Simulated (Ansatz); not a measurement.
# InSe (R3m): the r2SCAN gap against the k mesh of the density

How far can the k mesh of the density be lowered for the gap of InSe (R3m)?

Calculated with Ansatz 0.2.0; DFT, r2SCAN, plane waves, PAW.

## Step 1: Starting point

It takes space group R3m (No. 160, trigonal). The conventional cell has a = 4.000 Å, b = 4.000 Å, c = 24.950 Å, α = 90.00°, β = 90.00°, γ = 120.00°. In has 3 Se at 2.64 Å and 1 In at 2.80 Å nearest. Nearest to In lie 3 Se at 2.64 Å and 1 In at 2.80 Å. Nearest to Se lie 3 In at 2.64 Å. Se has 3 In at 2.64 Å nearest. Farther neighbours and most contacts between anions are not listed.

Coordinates:

```cif
data_structure
_symmetry_space_group_name_H-M 'R3m:H'
_symmetry_Int_Tables_number 160
_cell_length_a 4.0000
_cell_length_b 4.0000
_cell_length_c 24.9500
_cell_angle_alpha 90.000
_cell_angle_beta 90.000
_cell_angle_gamma 120.000
_cell_volume 345.72
loop_
_atom_site_label
_atom_site_type_symbol
_atom_site_symmetry_multiplicity
_atom_site_Wyckoff_symbol
_atom_site_fract_x
_atom_site_fract_y
_atom_site_fract_z
_atom_site_occupancy
In1 In 3 a 0.00000 0.00000 0.00000 1
In2 In 3 a 0.66667 0.33333 0.22113 1
Se1 Se 3 a 0.33333 0.66667 0.05117 1
Se2 Se 3 a 0.00000 0.00000 0.17000 1
```

The cell and positions come from the Crystallography Open Database and are kept as given unless a step says otherwise. The default PAW set here is soft_2. Its files were made with PBE.

## Step 2: k mesh of the density: 2×2×2

The input, input.yaml:

```yaml
crystal:
  lattice:
    - [2.0, 1.1547005384, 8.3166666667]
    - [-2.0, 1.1547005384, 8.3166666667]
    - [0.0, -2.3094010768, 8.3166666667]
  atoms:
    - { symbol: In, position: [0.0, 0.0, 0.0] }
    - { symbol: In, position: [0.1122, 0.1122, 0.1122] }
    - { symbol: Se, position: [0.6155, 0.6155, 0.6155] }
    - { symbol: Se, position: [0.83, 0.83, 0.83] }
kpoints:
  mp_grid: { grid: [2, 2, 2] }
  band_path:
    path:
      - [0.0, 0.0, 0.0]
      - [-0.5, -0.5, -0.5]
      - [-0.5, -0.17951802, -0.82048198]
      - [-0.17951802, 0.17951802, -0.5]
      - [0.0, 0.0, -0.5]
      - [0.0, 0.33975901, -0.33975901]
      - [-0.33975901, 0.0, -0.66024099]
      - [-0.5, 0.0, -0.5]
    npoints: 1
hamiltonian:
  xc: r2scan
scf:
  occupations: { method: fixed }
  n_extra_bands: 5
output:
  eigenvalues: true
  forces: true
  stress: true
```

The run is started by

```sh
$ ansatz run input.yaml --threads 3 --pin off --max-ram 92160MiB --backend cuda --events-out ev --progress --plain --runs-dir out --devices 1 --max-vram 13GiB
```

Numbers of over 12 decimals in the logs are rounded to 6 here.

The program printed:

```text
basis.fft_grid_basis auto: the FFT boxes are laid along the combinations [[1, 0, -1], [0, 1, -1], [0, 0, 1]] of the cell's own vectors, 4.000, 4.000 and 8.631 Å long. The dense box has 30×30×64 points. Along the cell's own vectors, as sized, it would have 64×64×64, 4.55 times as many. Of the 6 symmetry operations that the crystal satisfies within crystal.symmetry.tolerance (time reversal apart; of a slab, those that  [...]
scf.n_extra_bands = 5 over 29 filled bands (N_el = 58.0): the run solves 34 bands
GPUs: using 1 of 1 available (devices: 1).
Engine: ansatz 0.2.0, x86_64-unknown-linux-gnu
Pseudopotentials: kind: paw
Pseudopotential: In, paw, valence charge 13, recommended cutoff 500 eV (meta_gga), In.paw.azcp
Pseudopotential: Se, paw, valence charge 16, recommended cutoff 500 eV (meta_gga), Se.paw.azcp
Functional definition: r2SCAN
  parameter k0 = 0.174
  parameter k1 = 0.065
  parameter a1 = 4.9479
  exchange = r2scan_x(k0 = k0, k1 = k1, a1 = a1)
  correlation = r2scan_c
concurrent solve slots: 2 of 3 are kept, ahead of what memory takes: no pass of the eigensolver takes more rounds on 2
device memory: the entry about to start is reckoned to put 2.6 GiB on a device that reports 65.8 GiB free (of which the cap on the GPU budget leaves the run 13.0 GiB)
GPU FFT provider: cuFFT
GPU libraries: cuBLAS 13.8.2, cuFFT 12.4.0, cuSOLVER 12.3.4
Crystal: 4 atoms, lattice volume = 115.239 Å³
Basis set: ecut = 500 eV, 2947 PW (Γ), FFT grids on a1−a3, a2−a3, a3, exchange–correlation on 120×120×256 points (64 copies of the dense FFT grid, shifted against one another)
Bands: 34, of which v1, the nominal top of the filled ones, is band 29 counted from 1 (28 counted from 0)
Symmetry: 6 space group operations
Space group: R3m (ITA 160), of the structure as read, at distance tolerance 4.9e-5 Å
k-points: 4 of 8
Non-local potential: In, projectors of the file, l = 0: 2, l = 1: 2, l = 2: 2, l = 3: 2
Non-local potential: Se, projectors of the file, l = 0: 2, l = 1: 2, l = 2: 3, l = 3: 1
PAW form: soft (Blöchl's): semilocal exchange-correlation on the pseudo side does not see the compensation charge
PAW frozen core: In, regenerated for the run's functional (the file was generated under x = pbe(κ = 0.804, μ = 0.219515), c = pbe(β = 0.066725))
PAW frozen core: Se, regenerated for the run's functional (the file was generated under x = pbe(κ = 0.804, μ = 0.219515), c = pbe(β = 0.066725))
PAW one-centre angular grid: In, 590 points (default); XC on 289 of its mesh's 2783 points in the sphere
PAW one-centre angular grid: Se, 590 points (default); XC on 160 Gauss nodes
Initial density: superposition of atomic densities (neutral atoms: chi_scale 0, normalization atom), corrected by the library's trained network
Initial wavefunctions: pseudopotential atomic-orbital guess
GPU buffer pool allocated for 57600 grid points (all kernels)
GPU transforms: local potential and band sums: pruned to the plane-wave sphere, on 30×30×64
Functional: x = r2scan, c = r2scan; τ floored in thin density (d = 2e-4 eV/Å³)
SCF iter   1: F=—  HF=-22181.327655 eV  |F-HF|=—  |Δ(HF+E_count)|=         —  Δρ=1.11e-2  dr2=1.90e-1  dr2_τ=2.30e-2  ethr=1.77e-3  ⟨swp⟩=5.0  Hψ=491  notcnv=0  defer=12
preconditioner: auto → Resta (q_TF=auto, 2.433 Å⁻¹)  ε∞=3.3  [insulator: Δε(μ)=0.797 eV  Ē_g=14.021 eV  n_scr=30 (ndim 8)  ℏωp=21.3 eV  f_vac=0.076  ε∞_Penn≈3.3]
SCF iter   2: F=—  HF=-22181.327917 eV  |F-HF|=—  |Δ(HF+E_count)|=   2.62e-4  Δρ=5.34e-3  dr2=2.86e-2  dr2_τ=1.01e-3  ethr=3.27e-4  ⟨swp⟩=2.5  Hψ=244  notcnv=0  defer=12
SCF iter   3: F=—  HF=-22181.328239 eV  |F-HF|=—  |Δ(HF+E_count)|=   3.22e-4  Δρ=1.99e-3  dr2=4.86e-3  dr2_τ=1.28e-4  ethr=4.94e-5  ⟨swp⟩=3.0  Hψ=256  notcnv=0  defer=12
SCF iter   4: F=—  HF=-22181.329040 eV  |F-HF|=—  |Δ(HF+E_count)|=   8.00e-4  Δρ=4.17e-4  dr2=2.68e-4  dr2_τ=1.16e-5  ethr=8.38e-6  ⟨swp⟩=2.0  Hψ=176  notcnv=0  defer=12
SCF iter   5: F=—  HF=-22181.329144 eV  |F-HF|=—  |Δ(HF+E_count)|=   1.04e-4  Δρ=1.19e-4  dr2=1.82e-5  dr2_τ=4.33e-7  ethr=4.62e-7  ⟨swp⟩=2.0  Hψ=229  notcnv=0  defer=11
SCF iter   6: F=—  HF=-22181.329258 eV  |F-HF|=—  |Δ(HF+E_count)|=   1.14e-4  Δρ=2.18e-5  dr2=7.01e-7  dr2_τ=6.49e-8  ethr=3.15e-8  ⟨swp⟩=2.0  Hψ=168  notcnv=0  defer=4
SCF iter   7: F=-22181.329258 eV  HF=-22181.329258 eV  |F-HF|=7.89e-10  |Δ(HF+E_count)|=   3.35e-7  Δρ=7.99e-6  dr2=8.24e-8  dr2_τ=1.18e-8  ethr=1.72e-10  ⟨swp⟩=10.8  Hψ=689  notcnv=0
SCF 1 converged in 7 iterations: F = -22181.329258 eV  dr2 = 8.24e-8
[...]
device memory: the entry about to start is reckoned to put 2.2 GiB on a device that reports 63.5 GiB free (of which the cap on the GPU budget leaves the run 13.0 GiB)
NSCF: frozen V_eff on 8 k-points
SCF converged after 7 iterations
Free energy (F): -22181.329258 eV
Harris-Foulkes:  -22181.329258 eV  (|F-HF|=7.89e-10)
Internal energy: -22181.329258 eV  (E = F + TS)
E sigma→0 (E₀):  -22181.329258 eV
Fermi energy:    7.383541 eV
--- Per-component energies (eV) ---
  E_band       = -935.811531
  E_kinetic    = 727.044300
  E_local      = -7854.361563  (includes V_loc(G=0)·N_el)
  E_nonlocal   = -455.334487
  E_hartree    = 3629.935939
  E_xc         = -598.732109
  E_vxc        = -425.084297  (∫ρ·V_xc dr)
  E_paw        = -12219.845190  (= ΣΔE_a)
  E_vpaw       = -213.039981  (= ΣTr[D̂ρ^β])
  E_aug_tail   = -0.000398  (compensation charges beyond the density's cutoff)
  E_vtau       = 25.090726  (kinetic-family band-sum trace: ∫τ·v_τ [+ j·A + Jᵃ·Aᵃ] dr)
  E_ewald      = -5408.437302
  E_core_change = -1.598449  (= ΣΔE_core)
  E_smearing   = -0.000000  (= −TS)
  E_closure    = 0.000000  (closes the sum)
  Σ components = -22181.329258   (vs F -22181.329258, Δ=0.00e0)
--- Forces (eV/Å), atoms counted from 1 ---
  atom   1  In     0.00000000    -0.00000000     0.25237312
  atom   2  In     0.00000000     0.00000000    -0.26951483
  atom   3  Se    -0.00000000     0.00000000    -0.13366067
  atom   4  Se    -0.00000000    -0.00000000     0.15079042
  max |Σ_I F_I| component: 1.20e-5 eV/Å
--- Stress (GPa, compression-positive) ---
        5.103324       0.000000       0.000000
        0.000000       5.103324       0.000000
        0.000000       0.000000       0.428497
  P = ⅓ Tr σ = 3.5450 GPa (35.450 kbar)
--- Band table (eV) ---
  k-point 0: bands = [... 25 lower, 5.9952, 5.9952, 6.1238, 6.1238, 9.4679, 9.9165, 11.9901, 11.9901, ... 1 higher]
  k-point 1: bands = [... 25 lower, 4.8406, 4.9145, 5.0658, 5.6029, 8.7224, 9.6471, 11.3277, 11.6968, ... 1 higher]
  k-point 2: bands = [... 25 lower, 4.5615, 4.7401, 5.2732, 5.7601, 8.7456, 9.5938, 10.9621, 11.2438, ... 1 higher]
  k-point 3: bands = [... 25 lower, 5.9197, 6.2077, 6.2077, 7.3835, 8.1658, 9.9615, 11.8930, 11.8930, ... 1 higher]
```

Wall time 9 s (1 × NVIDIA H100 80GB HBM3 (shared by 6 runs) with 3 threads of AMD EPYC 7R13 (Zen 3), shared host); peak memory 1.1 GiB.

In the SCF lines HF is the Harris–Foulkes energy and dr2 the Hartree energy of the density residual, in eV; the loop may stop once dr2 is under the threshold and the program's other checks hold. Hψ counts applications of the Hamiltonian.

This step gave:

```yaml
pressure: 3.545 GPa
gap: 0.7823 eV
valence_top_at: T
conduction_bottom_at: T
least_direct_gap: 0.7823 eV
```

The gap is direct, at (-0.500, -0.500, -0.500).

## Step 3: k mesh of the density: 4×4×4

Edit input.yaml of step 2 so:

```diff
@@ -11,3 +11,3 @@
 kpoints:
-  mp_grid: { grid: [2, 2, 2] }
+  mp_grid: { grid: [4, 4, 4] }
   band_path:
```

The program printed:

```text
[...]
GPUs: using 1 of 1 available (devices: 1).
[...]
GPU FFT provider: cuFFT
GPU libraries: cuBLAS 13.8.2, cuFFT 12.4.0, cuSOLVER 12.3.4
Crystal: 4 atoms, lattice volume = 115.239 Å³
Basis set: ecut = 500 eV, 2947 PW (Γ), FFT grids on a1−a3, a2−a3, a3, exchange–correlation on 120×120×256 points (64 copies of the dense FFT grid, shifted against one another)
[...]
k-point 0: bands = [... 25 lower, 5.8676, 5.8676, 5.9996, 5.9996, 9.4032, 9.8540, 11.9696, 11.9696, ... 1 higher]
  k-point 1: bands = [... 25 lower, 5.2185, 5.2604, 5.4498, 6.1994, 9.5778, 9.7996, 11.6964, 11.9465, ... 1 higher]
  k-point 2: bands = [... 25 lower, 4.7734, 4.8005, 4.9603, 5.5381, 8.6967, 9.5902, 11.2931, 11.6532, ... 1 higher]
  k-point 12: bands = [... 25 lower, 5.7958, 6.0795, 6.0795, 7.2987, 8.1124, 9.9053, 11.8729, 11.8729, ... 1 higher]
[key lines of the parts left out:]
SCF converged after 7 iterations
Free energy (F): -22182.516963 eV
Fermi energy:    7.298664 eV
P = ⅓ Tr σ = 1.4307 GPa (14.307 kbar)
```

The job ended after 8.7 s (1 × NVIDIA H100 80GB HBM3 (shared by 6 runs) with 3 threads; peak memory 1.1 GiB).

Numbers from this step:

| Quantity | Value |
| --- | --- |
| pressure | 1.431 GPa |
| gap | 0.8137 eV |
| valence top at | T |
| conduction bottom at | T |
| least direct gap | 0.8137 eV |

The gap is 0.814 eV, +0.031 eV from the run before at this level.

## Step 4: k mesh of the density: 6×6×6 (the default)

input.yaml, the sections that differ from step 3:

```yaml
kpoints:
  mp_grid: { grid: [6, 6, 6] }
  band_path:
    path:
      - [[0.0, 0.0, 0.0], [-0.5, -0.5, -0.5], [-0.5, -0.17951802, -0.82048198]]
      - [[-0.17951802, 0.17951802, -0.5], [0.0, 0.0, -0.5], [0.0, 0.0, 0.0], [0.0, 0.33975901, -0.33975901]]
      - [[-0.33975901, 0.0, -0.66024099], [-0.5, 0.0, -0.5], [0.0, 0.0, 0.0]]
    npoints: 10
scf:
  occupations: { method: fermi_dirac, width: 0.02 }
  n_extra_bands: 5
output:
  eigenvalues: true
  forces: true
  stress: true
  write_density: true
  write_potential: true
  elf: true
  volumetric_format: npy
# crystal, hamiltonian: as in step 3
```

The program printed:

```text
[...]
GPUs: using 1 of 1 available (devices: 1).
[...]
GPU FFT provider: cuFFT
GPU libraries: cuBLAS 13.8.2, cuFFT 12.4.0, cuSOLVER 12.3.4
Crystal: 4 atoms, lattice volume = 115.239 Å³
Basis set: ecut = 500 eV, 2947 PW (Γ), FFT grids on a1−a2, a2, −a2+a3, exchange–correlation on 120×256×120 points (64 copies of the dense FFT grid, shifted against one another)
[...]
k-point 0: bands = [... 25 lower, 5.8523, 5.8523, 5.9848, 5.9848, 9.3933, 9.8465, 11.9686, 11.9686, ... 1 higher]
  k-point 1: bands = [... 25 lower, 5.3801, 5.5220, 5.7045, 6.1544, 9.7617, 10.3717, 11.3957, 12.1916, ... 1 higher]
  k-point 2: bands = [... 25 lower, 5.0041, 5.1204, 5.1848, 5.9847, 9.0506, 9.6476, 11.3937, 11.9138, ... 1 higher]
  k-point 31: bands = [... 25 lower, 5.7809, 6.0642, 6.0642, 7.2879, 8.1047, 9.8974, 11.8717, 11.8717, ... 1 higher]
[key lines of the parts left out:]
SCF converged after 7 iterations
Free energy (F): -22182.576767 eV
Fermi energy:    7.696299 eV
P = ⅓ Tr σ = 1.2592 GPa (12.592 kbar)
```

The job ended after 12 s (1 × NVIDIA H100 80GB HBM3 (shared by 6 runs) with 3 threads; peak memory 1.2 GiB; 6.1 s of CPU time).

Numbers from this step:

```
pressure             : 1.259 GPa
gap                  : 0.8167 eV
valence top at       : T
conduction bottom at : T
least direct gap     : 0.8167 eV
```

The gap is 0.817 eV, +0.003 eV from the run before at this level.

## Step 5: k mesh of the density: 10×10×10

input.yaml, the sections that differ from step 4:

```yaml
kpoints:
  mp_grid: { grid: [10, 10, 10] }
  band_path:
    path:
      - [0.0, 0.0, 0.0]
      - [-0.5, -0.5, -0.5]
      - [-0.5, -0.17951802, -0.82048198]
      - [-0.17951802, 0.17951802, -0.5]
      - [0.0, 0.0, -0.5]
      - [0.0, 0.33975901, -0.33975901]
      - [-0.33975901, 0.0, -0.66024099]
      - [-0.5, 0.0, -0.5]
    npoints: 1
scf:
  occupations: { method: fixed }
  n_extra_bands: 5
output:
  eigenvalues: true
  forces: true
  stress: true
# crystal, hamiltonian: as in step 4
```

The program printed:

```text
[...]
GPUs: using 1 of 1 available (devices: 1).
[...]
GPU FFT provider: cuFFT
GPU libraries: cuBLAS 13.8.2, cuFFT 12.4.0, cuSOLVER 12.3.4
Crystal: 4 atoms, lattice volume = 115.239 Å³
Basis set: ecut = 500 eV, 2947 PW (Γ), FFT grids on a1−a3, a2−a3, a3, exchange–correlation on 120×120×256 points (64 copies of the dense FFT grid, shifted against one another)
[...]
k-point 0: bands = [... 25 lower, 5.8504, 5.8504, 5.9830, 5.9830, 9.3920, 9.8456, 11.9684, 11.9684, ... 1 higher]
  k-point 1: bands = [... 25 lower, 5.6087, 5.7151, 5.8758, 6.0579, 9.6093, 10.3543, 11.4209, 12.0660, ... 1 higher]
  k-point 2: bands = [... 25 lower, 5.2933, 5.4100, 5.5983, 6.1884, 9.7662, 10.0916, 11.6399, 12.0047, ... 1 higher]
  k-point 115: bands = [... 25 lower, 5.7790, 6.0623, 6.0623, 7.2867, 8.1037, 9.8964, 11.8715, 11.8715, ... 1 higher]
[key lines of the parts left out:]
SCF converged after 7 iterations
Free energy (F): -22182.581385 eV
Fermi energy:    7.286743 eV
P = ⅓ Tr σ = 1.2434 GPa (12.434 kbar)
```

The job ended after 18 s (1 × NVIDIA H100 80GB HBM3 (shared by 6 runs) with 3 threads; peak memory 1.1 GiB; 13 s of CPU time).

Numbers from this step:

```yaml
pressure: 1.243 GPa
gap: 0.8169 eV
valence_top_at: T
conduction_bottom_at: T
least_direct_gap: 0.8169 eV
```

The gap is 0.817 eV, as in the run before at this level.

## Step 6: The series

Differences are against the last row; a negative gap means that bands overlap, and a run with a band path holds that path's time. Times are wall times on 1 × NVIDIA H100 80GB HBM3 (shared by 6 runs) with 3 threads of AMD EPYC 7R13 (Zen 3), shared host, good to a factor of about two.

| k mesh of the density | gap (eV) | direct gap (eV) | gap error (eV) | energy error (meV/atom) | irreducible k | time |
| --- | --- | --- | --- | --- | --- | --- |
| 2×2×2 | 0.782 | 0.782 | −0.035 | +313.0 | 4 | 9 s |
| 4×4×4 | 0.814 | 0.814 | −0.003 | +16.1 | 13 | 8.7 s |
| 6×6×6 | 0.817 | 0.817 | −0.0002 | +1.2 | 32 | 12 s |
| 10×10×10 | 0.817 | 0.817 | +0.000 | +0.0 | 116 | 18 s |

## Step 7: Outcome

```yaml
2x2x2: 0.782 eV
4x4x4: 0.814 eV
6x6x6: 0.817 eV
10x10x10: 0.817 eV
```

What this shows: The gap holds to 0.02 eV from 4×4×4 on. At 2×2×2 the gap is off by −0.035 eV and the energy by +313 meV/atom. The gap is read over the mesh and added points near the edges, so meshes differ mainly through the density and, for a hybrid, the exchange operator.

[Paths, hosts, dates, memory and timing lines, banners, echoed tables and standing remarks are left out of the program output.]

[Logs are printed without paths, hosts, clocks, repeated set-up lines and the standing remarks that a program may print on its own settings, such as how far it seeks lower states.]

[Runs of the session that timed out or met a known fault of the program may be left out.]

[Cells called generated may have been cut or substituted from an entry of the Crystallography Open Database or the Materials Project.]

[Hosts, paths, dates, database ids (printed as entryN), source tags and the programs' standing remarks are cut or masked in the printed files.]
